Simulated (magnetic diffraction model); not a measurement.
**ErIr2Pb2: what an assumed order does to the neutron pattern**

Space group I4/mmm (no. 139), a = 4.6890 Å, c = 10.6980 Å.

| site | atom | x | y | z |
| --- | --- | --- | --- | --- |
| 4e | Pb | 1/2 | 1/2 | 0.1252 |
| 4d | Ir | 1/2 | 0 | 1/4 |
| 2a | Er | 0 | 0 | 0 |

The compound is invented for this exercise: a known structure type with other elements, its cell scaled to their sizes and not relaxed.

Only Er is taken to order (form factors of Er3+); orders and moment sizes are assumed, and not adapted to the symmetry. Radiation: neutrons of λ = 2.41 Å (absorption by Ir left out), 8° to 90°; isotropic B of 0.38 Å² (Pb), 0.42 Å² (Ir) and 0.43 Å² (Er). The intensities are simulated: I ∝ L Σ (|F_N|² + |F_M⊥|²) for unpolarised neutrons, with F_M = 2.695 fm/μB × Σ f(s) S exp(2πi Q·r) exp(−B s²) at Q = H ± k (one set where k and −k are equivalent), only the part normal to Q counting and L = 1/(sin²θ cos θ). For collinear order S is the moment m, which repeats by lattice and centring translations R with the sign exp(−2πi k·R). Form factors are spin-only for 3d ions and dipole or tabulated for f ions, scattering lengths are Sears's of 1992, and absorption is left out. A label names one of the reflections at its angle. The strongest nuclear line in the range is 100, and lines under 0.2 are left out.

Assume the order k = (0 0 0), collinear moments along [110], 2.6 μB on Er.

Q: Where does magnetic intensity appear, and how strong is it?

```csv
2θ (°),index,nuclear,magnetic
26.04,(0 0 2),18.4,4.7
32.59,(1 0 1),8.0,6.8
42.62,(1 1 0),2.4,1.7
50.24,(1 0 3),54.1,3.9
50.63,(1 1 2),100.0,3.0
53.56,(0 0 4),2.8,1.0
61.86,(2 0 0),98.5,0.8
68.27,(2 0 2),13.5,1.4
70.74,(1 1 4),73.6,1.8
71.69,(2 1 1),4.2,2.3
76.49,(1 0 5),28.2,1.8
83.61,(2 1 3),51.4,2.1
85.04,(0 0 6),2.5,0.4
86.23,(2 0 4),5.7,1.1
```

The strongest magnetic line in the range is (1 0 1) at 32.59° (6.8). On top of the Lorentz factor, which all lines share, magnetic lines fade with angle because f falls: for Er3+ it is 0.96, 0.86, 0.73 and 0.47 at sin θ/λ = 0.1, 0.2, 0.3 and 0.5 Å⁻¹, while nuclear lengths stay constant. The net moment is 2.60 μB a primitive cell.

[Logs are printed without paths, hosts, clocks, repeated set-up lines and the standing remarks that a program may print on its own settings, such as how far it seeks lower states.]
